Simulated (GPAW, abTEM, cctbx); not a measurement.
# SrHf3: the scripts behind a bonding study

Short scripts, each with its output. The cell comes from substitution in a known structure type and wasn't matched to any measured phase.

**1. Build the all-electron density and subtract free atoms**

```text
cell
1.0
     4.696017050    0.000000000    0.000000000
     0.000000000    4.696017050    0.000000000
     0.000000000    0.000000000    4.696017050
Hf Sr
3 1
Direct
0.500000000 0.500000000 0.000000000
0.500000000 0.000000000 0.500000000
0.000000000 0.500000000 0.500000000
0.000000000 0.000000000 0.000000000
```

```python
import numpy as np
from ase.io import read
from ase.units import Bohr
from gpaw import GPAW, PW, FermiDirac
from gpaw.calculator import GPAW as OldGPAW
from gpaw.mpi import serial_comm, world
from scipy.special import erfc
from scipy.spatial import cKDTree

atoms = read("cell.vasp")
atoms.calc = GPAW(mode=PW(450), xc="PBE", kpts={"size": (5, 5, 5), "gamma": True},
                 occupations=FermiDirac(0.1), maxiter=120, symmetry={"tolerance": 1e-5}, txt="scf.txt")
atoms.get_potential_energy()
rho = atoms.calc.get_all_electron_density(gridrefinement=2)
moments = atoms.get_magnetic_moments() if atoms.calc.get_number_of_spins() == 2 else np.zeros(len(atoms))
total = atoms.get_magnetic_moment() if moments.any() else 0.0
if world.rank == 0:
    free = OldGPAW(mode=PW(450), xc="PBE", txt=None, communicator=serial_comm)
    neutral = atoms.copy()
    neutral.set_initial_magnetic_moments(None)
    free.initialize(neutral)
    free.set_positions(neutral)
    drho = rho - free.get_all_electron_density(gridrefinement=2)
    # GPAW starts from confined atoms: exchange their smooth part for that of the datasets' free atoms
    h = np.stack(np.meshgrid(*[np.fft.fftfreq(n, 1 / n) for n in drho.shape], indexing="ij"), -1)
    gabs = np.linalg.norm(h @ atoms.cell.reciprocal(), axis=-1)
    tails = np.fft.fftn(free.get_pseudo_density(gridrefinement=2))
    g, form, v0 = np.linspace(0, gabs.max(), 1500), {}, 0
    for e in set(atoms.symbols):
        idx = atoms.symbols.search(e)
        d = free.setups[idx[0]].data
        r, w = d.rgd.r_g * Bohr, d.rgd.r_g**2 * d.rgd.dr_g
        j0 = np.sinc(2 * g[:, None] * r)
        smooth = sum(f * p**2 for f, p in zip(d.f_j, d.phit_jg)) + np.sqrt(4 * np.pi) * d.nct_g
        full = sum(f * p**2 for f, p in zip(d.f_j, d.phi_jg)) + np.sqrt(4 * np.pi) * d.nc_g
        phase = sum(np.exp(-2j * np.pi * h @ s) for s in atoms.get_scaled_positions()[idx])
        tails -= np.interp(gabs, g, j0 @ (smooth * w)) * phase * drho.size / atoms.get_volume()
        form[e] = j0 @ (full * w)
        v0 += 2 * np.pi / 3 * 14.3996 * (full * w * r**2).sum() * len(idx)  # V A^3
    tails *= 0.5 * erfc((gabs - 1.8) / 0.25)  # the tails differ at long wavelengths alone
    drho += np.fft.ifftn(tails).real  # crystal minus superposed spherical free atoms
    np.save("drho.npy", drho)
    dv = atoms.get_volume() / drho.size
    print("grid", drho.shape, " electrons %.3f" % (rho.sum() * dv), " moved by bonding %.3f e" % (abs(drho).sum() * dv / 2))
    pts = np.indices(drho.shape).reshape(3, -1).T / drho.shape @ atoms.cell
    shifts = (np.indices((3, 3, 3)).reshape(3, -1).T - 1) @ atoms.cell
    images = (atoms.positions[None] + shifts[:, None]).reshape(-1, 3)
    dist, idx = cKDTree(images).query(pts, k=4)
    out = drho.ravel()[dist[:, 0] > 0.5]
    print("deformation density beyond 0.5 A of the nuclei: max %.3f, min %.3f e/A^3" % (out.max(), out.min()))
    tie = dist < dist[:, :1] + 1e-4
    q = -np.bincount((idx % len(atoms))[tie], (drho.ravel()[:, None] / tie.sum(1, keepdims=True) * tie)[tie], len(atoms)) * dv
    print("atom        x       y       z   Voronoi charge  moment")
    for a, s, c, m in zip(atoms, atoms.get_scaled_positions(), q, moments):
        print("%-2s%-3d %7.4f %7.4f %7.4f %10.3f %10.2f" % (a.symbol, a.index + 1, *s, c, m))
    np.savez("free.npz", g=g, **form)
    print("mean inner potential of superposed free atoms %.3f V" % (v0 / atoms.get_volume()))
    print("total magnetic moment %.3f muB" % total)
```

```console
$ OMP_NUM_THREADS=1 mpirun -n 4 gpaw python run.py > gpaw.log
```

```text
grid (48, 48, 48)  electrons 254.000  moved by bonding 0.910 e
deformation density beyond 0.5 A of the nuclei: max 0.041, min -0.093 e/A^3
atom        x       y       z   Voronoi charge  moment
Hf1    0.5000  0.5000  0.0000      0.039       0.00
Hf2    0.5000  0.0000  0.5000      0.039       0.00
Hf3    0.0000  0.5000  0.5000      0.039       0.00
Sr4    0.0000  0.0000  0.0000     -0.116       0.00
mean inner potential of superposed free atoms 23.545 V
total magnetic moment 0.000 muB
```

Time: 7.4 s on 4 cores of AMD EPYC 9R14 (Zen 4) (shared host), peak memory 0.68 GiB.

**2. Fourier-transform the difference**

```python
from cctbx import adptbx, crystal, miller, xray
from cctbx.eltbx import tiny_pse
import numpy as np

cs = crystal.symmetry(unit_cell=(4.696, 4.696, 4.696, 90, 90, 90), space_group_symbol='Hall: -P 4 2 3')  # Pm-3m
atoms = [  # label, site, U (iso, or U11 U22 U33 U12 U13 U23 in A^2), occupancy
    ("Hf1", (0.5, 0.5, 0), 0.0000, 1),
    ("Sr1", (0, 0, 0), 0.0000, 1),
]
xs = xray.structure(crystal_symmetry=cs)
for label, site, u, occ in atoms:
    u = adptbx.u_cif_as_u_star(cs.unit_cell(), u) if isinstance(u, tuple) else u
    xs.add_scatterer(xray.scatterer(label, site=site, u=u, occupancy=occ))
xs.scattering_type_registry(table="wk1995")
drho = np.load("drho.npy")
T = np.array([[1, 0, 0], [0, 1, 0], [0, 0, 1]])  # conventional axes in terms of the primitive ones
dF = np.fft.ifftn(drho) * 103.55927  # electrons a conventional cell, indexed by primitive hkl
ms = miller.build_set(cs, anomalous_flag=False, d_min=0.9).sort("resolution")
iam = ms.structure_factors_from_scatterers(xs, algorithm="direct").f_calc()
p1 = xs.expand_to_p1()
z = np.array([tiny_pse.table(sc.scattering_type).atomic_number() for sc in p1.scatterers()])
x = np.array(p1.sites_frac())
free = np.load("free.npz")
print("static structure factors of the conventional cell: F in electrons, V (Mott-Bethe) in volts")
print("   h  k  l      d  |F| table  |F| free   |F| DFT   change   |V| free  |V| DFT  change %")
for h, d, table in list(zip(ms.indices(), ms.d_spacings().data(), iam.data()))[:16]:
    df = dF[tuple(np.rint(np.linalg.solve(T, h)).astype(int))]
    phase = np.exp(2j * np.pi * x @ h)
    f = sum(np.interp(1 / d, free["g"], free[sc.scattering_type]) * p for sc, p in zip(p1.scatterers(), phase))
    fz = (z * phase).sum()
    c = 14.3996 * d * d / (np.pi * cs.unit_cell().volume())
    v0, v1 = abs(fz - f) * c, abs(fz - f - df) * c
    print("%4d%3d%3d %7.4f %9.3f %9.3f %9.3f %8.3f %9.3f %8.3f %8s" % (h + (d, abs(table), abs(f), abs(f + df), abs(f + df) - abs(f), v0, v1, "%.1f" % (100 * (v1 / v0 - 1)) if v0 > 0.02 else "-")))
```

```console
$ python run.py
```

```text
static structure factors of the conventional cell: F in electrons, V (Mott-Bethe) in volts
   h  k  l      d  |F| table  |F| free   |F| DFT   change   |V| free  |V| DFT  change %
   0  1  0  4.6960    33.194    33.119    33.049   -0.071     0.860    0.929      8.0
   0  1  1  3.3206    32.119    32.082    31.940   -0.143     0.936    1.005      7.4
   1  1  1  2.7112   216.434   216.266   215.846   -0.419    12.277   12.413      1.1
   0  2  0  2.3480   209.380   209.080   208.816   -0.264    10.961   11.025      0.6
   0  2  1  2.1001    29.898    29.790    29.633   -0.157     0.822    0.852      3.7
   1  2  1  1.9171    29.303    29.176    29.197    0.021     0.785    0.781     -0.4
   0  2  2  1.6603   187.860   187.483   187.681    0.197     8.115    8.091     -0.3
   1  2  2  1.5653    27.645    27.518    27.676    0.158     0.703    0.686     -2.4
   0  3  0  1.5653    27.645    27.518    27.668    0.150     0.703    0.687     -2.3
   0  3  1  1.4850    27.127    27.010    27.062    0.052     0.682    0.677     -0.7
   1  3  1  1.4159   175.778   175.505   175.541    0.036     6.965    6.962     -0.0
   2  2  2  1.3556   172.284   172.039   172.112    0.073     6.666    6.661     -0.1
   0  3  2  1.3024    25.680    25.596    25.618    0.022     0.631    0.629     -0.3
   1  3  2  1.2551    25.234    25.160    25.149   -0.011     0.616    0.617      0.1
   0  4  0  1.1740   160.309   160.118   160.014   -0.103     5.727    5.733      0.1
   2  3  2  1.1389    24.006    23.954    23.961    0.007     0.577    0.576     -0.1
```

Time: 0.22 s on 1 core of AMD EPYC 9R14 (Zen 4) (shared host), peak memory 0.08 GiB.

**3. Propagate a plane wave with and without the bonding term**

```python
import abtem
import numpy as np
from ase.build import make_supercell
from ase.io import read

abtem.config.set({"dask.lazy": False, "fft": "fftw", "diagnostics.progress_bar": False})
M = [[0, 1, 0], [-1, 0, 0], [0, 0, 1]]  # rows: x, y and beam direction in the primitive cell's axes
unit = make_supercell(read("cell.vasp"), M)
unit.set_cell(list(unit.cell.lengths()) + [90, 90, 90], scale_atoms=True)
unit.positions[:, 2] += 0.5870  # keeps atomic planes off the slice boundaries
unit.wrap()
slab = unit * (1, 1, 132)
print(slab.get_chemical_formula(), "| box %.2f x %.2f x %.2f A" % tuple(slab.cell.lengths()))

# change of the potential by bonding, from the DFT deformation density (Poisson's equation term by term)
drho = np.load("drho.npy")
prim = read("cell.vasp")
h = np.stack(np.meshgrid(*[np.fft.fftfreq(n, 1 / n) for n in drho.shape], indexing="ij"), -1).reshape(-1, 3).astype(int)
g2 = ((h @ prim.cell.reciprocal()) ** 2).sum(1)
keep = (g2 > 0) & (g2 < 2.5**2)
shape = (135, 135, 28)
vg = np.zeros(shape, complex)
hm = h[keep] @ np.array(M).T
move = np.exp(-2j * np.pi * hm[:, 2] * (0.5870 / unit.cell[2, 2] - 0.5 / shape[2]))  # the same shift, sampled at mid-points
vg[tuple(hm.T % np.array(shape)[:, None])] = -14.3996 / np.pi * (np.fft.fftn(drho).ravel() / drho.size)[keep] / g2[keep] * move
dV = np.fft.ifftn(vg).real * vg.size
dV = dV.reshape(135, 135, 4, 7).mean(3) * unit.cell[2, 2] / 4  # V A, projected in each slice
dV = np.tile(dV.transpose(2, 0, 1), (132, 1, 1))


def build(atoms):
    p = abtem.Potential(atoms, gpts=(135, 135), slice_thickness=[slab.cell[2, 2] / 528] * 528,
                        parametrization="lobato", projection="infinite", exit_planes=44).build()
    p.array[:] += BONDING * dV
    return p


def potentials():
    yield build(slab)  # atoms at rest


for label, BONDING in (("IAM", 0.0), ("DFT", 1.0)):
    print("=====", label)
    potential = build(slab)
    print("grid", potential.gpts, "slices", potential.num_slices)
    thickness = potential.exit_thicknesses
    wave = abtem.PlaneWave(energy=100000)
    dp = np.mean([wave.multislice(p).diffraction_patterns(max_angle="valid").array for p in potentials()], axis=0)
    hkl = [(0, 0, 0), (1, 0, 0), (1, 1, 0), (2, 0, 0), (2, 1, 0), (2, 2, 0), (3, 0, 0)]
    nx, ny = dp.shape[-2:]
    print("intensity of each beam, fraction of the incident wave")
    print("  t (A)" + "".join("%9s" % " ".join(map(str, h)) for h in hkl) + "  diffuse    total")
    grid = np.zeros((nx, ny), bool)
    grid[nx // 2 % 1::1, ny // 2 % 1::1] = True
    for t, a in list(zip(thickness, dp))[1:]:
        idx = [np.rint(np.array(M) @ np.linalg.solve([[1, 0, 0], [0, 1, 0], [0, 0, 1]], h)).astype(int) for h in hkl]
        print("%7.1f" % t + "".join("%9.5f" % a[nx // 2 + i[0] * 1, ny // 2 + i[1] * 1] for i in idx) + "%9.4f%9.4f" % (a[~grid].sum(), a.sum()))
```

```console
$ python run.py
```

```text
Hf396Sr132 | box 4.70 x 4.70 x 619.87 A
===== IAM
grid (135, 135) slices 528
intensity of each beam, fraction of the incident wave
  t (A)    0 0 0    1 0 0    1 1 0    2 0 0    2 1 0    2 2 0    3 0 0  diffuse    total
   51.7  0.65626  0.00510  0.00346  0.01459  0.00254  0.01014  0.00117   0.0000   0.9846
  103.3  0.73219  0.00187  0.00069  0.00583  0.00001  0.00480  0.00018   0.0000   0.9715
  155.0  0.63679  0.00185  0.00220  0.01099  0.00118  0.01121  0.00019   0.0000   0.9567
  206.6  0.60039  0.00518  0.00023  0.01176  0.00007  0.00886  0.00007   0.0000   0.9388
  258.3  0.56986  0.00226  0.00046  0.01350  0.00041  0.00893  0.00022   0.0000   0.9215
  309.9  0.55244  0.00999  0.00024  0.00962  0.00011  0.00807  0.00005   0.0000   0.9046
  361.6  0.59925  0.00150  0.00022  0.00525  0.00115  0.00499  0.00056   0.0000   0.8786
  413.2  0.48730  0.01274  0.00107  0.00864  0.00019  0.00800  0.00015   0.0000   0.8565
  464.9  0.53990  0.00349  0.00139  0.00381  0.00063  0.00362  0.00044   0.0000   0.8380
  516.6  0.54056  0.00983  0.00158  0.00387  0.00019  0.00409  0.00008   0.0000   0.8162
  568.2  0.47870  0.00628  0.00109  0.00580  0.00026  0.00629  0.00019   0.0000   0.7979
  619.9  0.47271  0.00668  0.00087  0.00628  0.00069  0.00672  0.00073   0.0000   0.7812
===== DFT
grid (135, 135) slices 528
intensity of each beam, fraction of the incident wave
  t (A)    0 0 0    1 0 0    1 1 0    2 0 0    2 1 0    2 2 0    3 0 0  diffuse    total
   51.7  0.65687  0.00514  0.00350  0.01414  0.00259  0.01021  0.00118   0.0000   0.9845
  103.3  0.72851  0.00227  0.00088  0.00534  0.00001  0.00505  0.00021   0.0000   0.9715
  155.0  0.63695  0.00198  0.00238  0.00991  0.00130  0.01115  0.00018   0.0000   0.9564
  206.6  0.59247  0.00599  0.00027  0.01162  0.00007  0.00904  0.00007   0.0000   0.9384
  258.3  0.56595  0.00262  0.00051  0.01306  0.00051  0.00879  0.00028   0.0000   0.9212
  309.9  0.54281  0.01113  0.00029  0.00942  0.00009  0.00847  0.00005   0.0000   0.9041
  361.6  0.59193  0.00193  0.00030  0.00471  0.00129  0.00516  0.00068   0.0000   0.8785
  413.2  0.48130  0.01372  0.00101  0.00843  0.00014  0.00817  0.00012   0.0000   0.8562
  464.9  0.52905  0.00442  0.00165  0.00387  0.00073  0.00371  0.00047   0.0000   0.8379
  516.6  0.53995  0.01037  0.00144  0.00347  0.00019  0.00393  0.00011   0.0000   0.8156
  568.2  0.46817  0.00771  0.00133  0.00554  0.00028  0.00663  0.00021   0.0000   0.7972
  619.9  0.47490  0.00673  0.00069  0.00567  0.00074  0.00635  0.00074   0.0000   0.7800
```

Time: 5.5 s.

**4. Scan a probe**

```python
import abtem
import numpy as np
from ase.build import make_supercell
from ase.io import read

abtem.config.set({"dask.lazy": False, "fft": "fftw", "diagnostics.progress_bar": False})
M = [[0, 1, 0], [-1, 0, 0], [0, 0, 1]]  # rows: x, y and beam direction in the primitive cell's axes
unit = make_supercell(read("cell.vasp"), M)
unit.set_cell(list(unit.cell.lengths()) + [90, 90, 90], scale_atoms=True)
unit.positions[:, 2] += 0.5870  # keeps atomic planes off the slice boundaries
unit.wrap()
slab = unit * (3, 3, 6)
print(slab.get_chemical_formula(), "| box %.2f x %.2f x %.2f A" % tuple(slab.cell.lengths()))

# change of the potential by bonding, from the DFT deformation density (Poisson's equation term by term)
drho = np.load("drho.npy")
prim = read("cell.vasp")
h = np.stack(np.meshgrid(*[np.fft.fftfreq(n, 1 / n) for n in drho.shape], indexing="ij"), -1).reshape(-1, 3).astype(int)
g2 = ((h @ prim.cell.reciprocal()) ** 2).sum(1)
keep = (g2 > 0) & (g2 < 2.5**2)
shape = (34, 34, 28)
vg = np.zeros(shape, complex)
hm = h[keep] @ np.array(M).T
move = np.exp(-2j * np.pi * hm[:, 2] * (0.5870 / unit.cell[2, 2] - 0.5 / shape[2]))  # the same shift, sampled at mid-points
vg[tuple(hm.T % np.array(shape)[:, None])] = -14.3996 / np.pi * (np.fft.fftn(drho).ravel() / drho.size)[keep] / g2[keep] * move
dV = np.fft.ifftn(vg).real * vg.size
dV = dV.reshape(34, 34, 4, 7).mean(3) * unit.cell[2, 2] / 4  # V A, projected in each slice
dV = np.tile(dV.transpose(2, 0, 1), (6, 3, 3))


def build(atoms):
    p = abtem.Potential(atoms, gpts=(102, 102), slice_thickness=[slab.cell[2, 2] / 24] * 24,
                        parametrization="lobato", projection="infinite", exit_planes=12).build()
    p.array[:] += BONDING * dV
    return p


sigmas = {'Hf': 0.052, 'Sr': 0.059}  # r.m.s. displacement along each axis, A
u = np.array([sigmas[s] for s in slab.symbols])[:, None]
rng = np.random.default_rng(459)


def potentials():
    for _ in range(2):  # frozen phonons, one configuration at a time
        atoms = slab.copy()
        atoms.positions += u * rng.standard_normal((len(atoms), 3))
        atoms.wrap()
        yield build(atoms)


for label, BONDING in (("IAM", 0.0), ("DFT", 1.0)):
    print("=====", label)
    rng = np.random.default_rng(459)  # the same displacements for both
    potential = build(slab)
    print("grid", potential.gpts, "slices", potential.num_slices)
    thickness = potential.exit_thicknesses
    probe = abtem.Probe(energy=100000, semiangle_cutoff=18)
    probe.grid.match(potential)
    print("wavelength %.5f A, largest angle on the grid %.0f mrad" % (probe.wavelength, min(probe.cutoff_angles)))
    detectors = {"ABF": (9, 18), "BF": (0, 9), "LAADF": (22, 58)}  # mrad
    columns = [  # name, x, y (A)
        ("Hf", 2.348, 2.348),
        ("Sr", 0.000, 0.000),
        ("void", 1.174, 1.174),
    ]
    scan = abtem.GridScan(start=(0.0000, 0.0000), end=(4.6960, 4.6960), gpts=(10, 10), endpoint=False)
    dets = [abtem.AnnularDetector(*v) for v in detectors.values()] + [abtem.PixelatedDetector(max_angle=27)]
    runs = [probe.scan(p, scan=scan, detectors=dets, max_batch=32) for p in potentials()]
    out = [sum(x[1:], x[0]) / len(x) for x in zip(*runs)]
    images = dict(zip(detectors, out))
    images["iCOM"] = out[-1].center_of_mass().integrate_gradient()
    np.save(label + "_pacbed.npy", out[-1].array.mean(axis=(1, 2)))
    print("PACBED pixel %.3f x %.3f mrad" % out[-1].angular_sampling)
    for name, im in images.items():
        im = im.interpolate(sampling=0.1, boundary="periodic").gaussian_filter(0.35)
        np.save(label + "_" + name + ".npy", im.array)
        print(name, "signal at the columns" + (", fraction of the beam" if name in detectors else ""))
        print("  t (A)     mean" + "".join("%10s" % c[0][:9] for c in columns))
        for t, a in list(zip(thickness, im.array))[1:]:
            at = [a[round((x - 0.0000) / im.sampling[0]) % a.shape[0], round((y - 0.0000) / im.sampling[1]) % a.shape[1]] for _, x, y in columns]
            print("%7.1f %8.5f" % (t, a.mean()) + "".join("%10.5f" % v for v in at))
```

```console
$ python run.py
```

```text
Hf162Sr54 | box 14.09 x 14.09 x 28.18 A
===== IAM
grid (102, 102) slices 24
wavelength 0.03701 A, largest angle on the grid 89 mrad
PACBED pixel 2.627 x 2.627 mrad
ABF signal at the columns, fraction of the beam
  t (A)     mean        Hf        Sr      void
   14.1  0.63748   0.47985   0.59787   0.68200
   28.2  0.53744   0.28295   0.37508   0.62704
BF signal at the columns, fraction of the beam
  t (A)     mean        Hf        Sr      void
   14.1  0.22974   0.16715   0.22331   0.26791
   28.2  0.18778   0.07642   0.14699   0.27089
LAADF signal at the columns, fraction of the beam
  t (A)     mean        Hf        Sr      void
   14.1  0.08406   0.23451   0.12735   0.02624
   28.2  0.16477   0.38604   0.32763   0.05860
iCOM signal at the columns
  t (A)     mean        Hf        Sr      void
   14.1  0.03035   0.05994   0.05306   0.01442
   28.2  0.03035   0.05992   0.07858   0.00485
===== DFT
grid (102, 102) slices 24
wavelength 0.03701 A, largest angle on the grid 89 mrad
PACBED pixel 2.627 x 2.627 mrad
ABF signal at the columns, fraction of the beam
  t (A)     mean        Hf        Sr      void
   14.1  0.63725   0.47916   0.59832   0.68182
   28.2  0.53715   0.28272   0.37637   0.62684
BF signal at the columns, fraction of the beam
  t (A)     mean        Hf        Sr      void
   14.1  0.22968   0.16695   0.22333   0.26785
   28.2  0.18766   0.07635   0.14703   0.27050
LAADF signal at the columns, fraction of the beam
  t (A)     mean        Hf        Sr      void
   14.1  0.08426   0.23512   0.12714   0.02639
   28.2  0.16512   0.38624   0.32714   0.05900
iCOM signal at the columns
  t (A)     mean        Hf        Sr      void
   14.1  0.03112   0.06104   0.05315   0.01501
   28.2  0.03112   0.06126   0.07797   0.00531
```

Time: 6.5 s.

[Outputs are excerpts: Python notices, other lines and further rows are left out; steps that failed or that the build refused (PBEsol, TPSS) are not shown.]

[Logs are printed without paths, hosts, clocks, repeated set-up lines and the standing remarks that a program may print on its own settings, such as how far it seeks lower states.]
